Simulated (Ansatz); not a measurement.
# Optical response of SnSe2, part 2 of 2

Wanted: where SnSe2 starts to absorb, how strongly, and its refractive index.

Ansatz 0.2.0; DFT, PBE, plane-wave PAW, default files, scalar-relativistic, independent-particle optical response without local fields.

So far. Step 2 (Ground state and bands): There is a gap, 0.74 eV on the path, so no carriers' term is needed. The cell is left with a pressure of 5.5 GPa and forces up to 0.79 eV/Å, as it stands unrelaxed at this level.

### Step 3. Spectrum (continued)

Values under 1 per cm are given as 1. Absorption coefficient against photon energy:

| photon energy (eV) | E ∥ x or y (1/cm) | E ∥ z (1/cm) |
| --- | --- | --- |
| 0.000 | 1 | 1 |
| 0.500 | 1 | 1 |
| 1.000 | 1 | 407 |
| 1.500 | 46097 | 1.1e5 |
| 2.000 | 1.4e5 | 3.0e5 |
| 2.500 | 2.4e5 | 3.2e5 |
| 3.000 | 2.2e5 | 2.1e5 |
| 3.500 | 7.3e5 | 1.9e5 |
| 4.000 | 1.0e6 | 3.1e5 |
| 4.500 | 1.1e6 | 5.8e5 |
| 5.000 | 1.5e6 | 1.1e6 |
| 5.500 | 1.5e6 | 1.4e6 |
| 6.000 | 1.7e6 | 1.9e6 |
| 6.500 | 1.5e6 | 1.7e6 |
| 7.000 | 1.5e6 | 1.6e6 |
| 7.500 | 1.2e6 | 1.3e6 |
| 8.000 | 1.1e6 | 1.2e6 |
| 8.500 | 1.7e6 | 1.7e6 |
| 9.000 | 1.6e6 | 1.8e6 |
| 9.500 | 1.7e6 | 1.8e6 |
| 10.000 | 1.6e6 | 1.8e6 |
| 10.500 | 1.5e6 | 1.7e6 |
| 11.000 | 1.5e6 | 1.6e6 |
| 11.500 | 1.5e6 | 1.5e6 |
| 12.000 | 1.4e6 | 1.5e6 |
| 12.500 | 1.3e6 | 1.5e6 |
| 13.000 | 1.3e6 | 1.4e6 |
| 13.500 | 1.3e6 | 1.3e6 |
| 14.000 | 1.3e6 | 1.2e6 |
| 14.500 | 1.2e6 | 1.2e6 |
| 15.000 | 1.1e6 | 1.0e6 |
| 15.500 | 9.9e5 | 8.9e5 |
| 16.000 | 9.0e5 | 8.4e5 |
| 16.500 | 7.4e5 | 7.5e5 |
| 17.000 | 6.3e5 | 6.7e5 |
| 17.500 | 5.9e5 | 6.1e5 |
| 18.000 | 5.3e5 | 5.5e5 |
| 18.500 | 4.6e5 | 4.7e5 |
| 19.000 | 4.0e5 | 4.0e5 |
| 19.500 | 3.2e5 | 3.3e5 |
| 20.000 | 3.2e5 | 3.0e5 |

The reflectivity at normal incidence has structure finer than the step of the table below, so its rows give means over 1 eV, whole bins alone (the curve runs from 0 to 20 eV). Peaks (eV: height): E ∥ x or y 5.2: 55.7, 6.1: 59.2, 10.0: 49.7, 14.8: 45.1; E ∥ z 1.6: 40.1, 6.8: 58.8, 10.4: 58.6.

Reflectivity at normal incidence against photon energy; means over each step:

| photon energy (eV) | E ∥ x or y (%) | E ∥ z (%) |
| --- | --- | --- |
| 1 | 32.5 | 33.2 |
| 2 | 36.3 | 36.1 |
| 3 | 39.8 | 24.7 |
| 4 | 46.5 | 31.9 |
| 5 | 51.2 | 44.2 |
| 6 | 54.9 | 53.5 |
| 7 | 53.0 | 54.0 |
| 8 | 32.7 | 32.8 |
| 9 | 46.7 | 44.8 |
| 10 | 48.9 | 52.9 |
| 11 | 46.5 | 51.8 |
| 12 | 45.4 | 48.3 |
| 13 | 38.2 | 49.5 |
| 14 | 39.6 | 45.9 |
| 15 | 42.4 | 43.4 |
| 16 | 35.5 | 30.9 |
| 17 | 24.5 | 23.2 |
| 18 | 16.8 | 16.9 |
| 19 | 11.5 | 11.3 |

Loss function −Im 1/ε at q → 0 against energy loss; read off at these points:

| energy loss (eV) | E ∥ x or y | E ∥ z |
| --- | --- | --- |
| 1.0 | 0 | 1.7e-4 |
| 1.5 | 0.0101 | 0.0173 |
| 2.0 | 0.0209 | 0.0540 |
| 2.5 | 0.0327 | 0.0979 |
| 3.0 | 0.0196 | 0.0587 |
| 3.5 | 0.0393 | 0.0395 |
| 4.0 | 0.0521 | 0.0365 |
| 4.5 | 0.0650 | 0.0399 |
| 5.0 | 0.0573 | 0.0455 |
| 5.5 | 0.0889 | 0.0683 |
| 6.0 | 0.0783 | 0.0645 |
| 6.5 | 0.128 | 0.0923 |
| 7.0 | 0.130 | 0.114 |
| 7.5 | 0.243 | 0.223 |
| 8.0 | 0.278 | 0.236 |
| 8.5 | 0.162 | 0.159 |
| 9.0 | 0.203 | 0.172 |
| 9.5 | 0.213 | 0.188 |
| 10.0 | 0.243 | 0.179 |
| 10.5 | 0.309 | 0.201 |
| 11.0 | 0.345 | 0.286 |
| 11.5 | 0.382 | 0.349 |
| 12.0 | 0.462 | 0.395 |
| 12.5 | 0.599 | 0.405 |
| 13.0 | 0.713 | 0.515 |
| 13.5 | 0.734 | 0.675 |
| 14.0 | 0.770 | 0.759 |
| 14.5 | 0.859 | 0.952 |
| 15.0 | 1.21 | 1.30 |
| 15.5 | 1.62 | 2.04 |
| 16.0 | 2.07 | 2.27 |
| 16.5 | 3.07 | 2.86 |
| 17.0 | 3.40 | 3.15 |
| 17.5 | 3.15 | 3.03 |
| 18.0 | 3.07 | 3.08 |
| 18.5 | 2.58 | 2.80 |
| 19.0 | 2.33 | 2.12 |
| 19.5 | 1.44 | 1.55 |
| 20.0 | 1.21 | 1.14 |

Optical constants at common wavelengths, from n + ik = √ε:

| wavelength (nm) | n xy | k xy | R (%) xy | 1/α xy | n z | k z | R (%) z | 1/α z |
| --- | --- | --- | --- | --- | --- | --- | --- | --- |
| 800 | 3.91 | 0.332 | 35.4 | 192 nm | 4.24 | 0.904 | 40.0 | 70 nm |
| 633 | 3.93 | 0.641 | 36.4 | 79 nm | 3.45 | 1.457 | 37.0 | 35 nm |
| 450 | 3.67 | 0.823 | 34.7 | 44 nm | 2.52 | 0.835 | 22.9 | 43 nm |
| 365 | 4.34 | 1.995 | 46.6 | 15 nm | 2.84 | 0.591 | 24.7 | 49 nm |
| 308 | 3.41 | 2.526 | 47.2 | 9.7 nm | 3.38 | 0.778 | 31.7 | 32 nm |
| 248 | 2.86 | 3.040 | 52.6 | 6.5 nm | 3.78 | 2.257 | 45.9 | 8.7 nm |
| 193 | 1.18 | 2.303 | 53.1 | 6.7 nm | 1.59 | 2.699 | 54.5 | 5.7 nm |

Rows near the edge hang on the gap, which this functional as a rule makes too small, and phonon-assisted absorption is left out.

A polished face would reflect 36 % of daylight and look grey (CIE x = 0.324, y = 0.343 under D65).

The f-sum over the summed bands holds 22.4 of the cell's 46 electrons outside the frozen cores, 34 of which lie in bands more than 12 eV below the Fermi level, whose transitions come at higher energies. Up to 20 eV the strength has a mean oscillator energy of 5.1 eV, well above the main peak, so higher transitions carry much of it.

### Step 4. What came out

| Item | Value |
| --- | --- |
| gap on the path | 0.745 eV |
| least direct gap on the path | 1.10 eV |
| electronic dielectric constant ε∞, mean over x, y and z (by symmetry where fewer were run) (independent particles) | 11.5 |
| absorption onset, first axis (α over 10⁴ cm⁻¹, or the direct gap if that lies higher) | 1.27 eV |
| main peak of Im epsilon, first axis | 3.87 eV |
| centre of weight of the strongest loss peak in the window, first axis | 17.4 eV |
| photocurrent from vertical transitions in a film 500 nm thick on a perfect mirror (two passes), AM1.5G, no front reflection, all carriers collected | 37.6 mA/cm² |

What this shows: At this level (PBE, independent particles) SnSe2 has a mean ε∞ = 11.5 and n = 3.53 at 1550 nm (E ∥ x); absorption sets in near 1.3 eV, and Im ε peaks at 3.9 eV (E ∥ x). The gap is indirect (0.74 eV), so absorption without phonons can begin only at the direct gap of 1.10 eV. The absorption coefficient passes 10⁴ cm⁻¹ at 1.27 eV, in the infrared, so it absorbs across the visible. The strongest loss structure up to 20 eV has its centre of weight at 17.4 eV; a free-electron gas of the 22.4 electrons in the f-sum would put its plasmon at 20.0 eV. Distinct maxima of Im ε, read by a parabola through the highest points, lie at 3.42 eV (17), 3.87 eV (19), 4.99 eV (17) and 5.73 eV (11) for E ∥ x or y. The f-sum over the summed bands holds 22.4 of the cell's 46 electrons outside the frozen cores, 34 of which lie in bands more than 12 eV below the Fermi level, whose transitions come at higher energies. Up to 20 eV the strength has a mean oscillator energy of 5.1 eV, well above the main peak, so higher transitions carry much of it. A polished face would reflect 36 % of daylight and look grey (CIE x = 0.324, y = 0.343 under D65). Excitons and phonon-assisted transitions are missing, and so are local fields; PBE gaps are as a rule too small, which pulls the onset down and ε∞ up. In the base run ε includes the program's bounded estimate of what the bands above those summed add. Spin-orbit coupling is left out although heavy atoms are present.

[Hosts, paths, dates, database ids (printed as entryN), source tags and the programs' standing remarks are cut or masked in the printed files.]
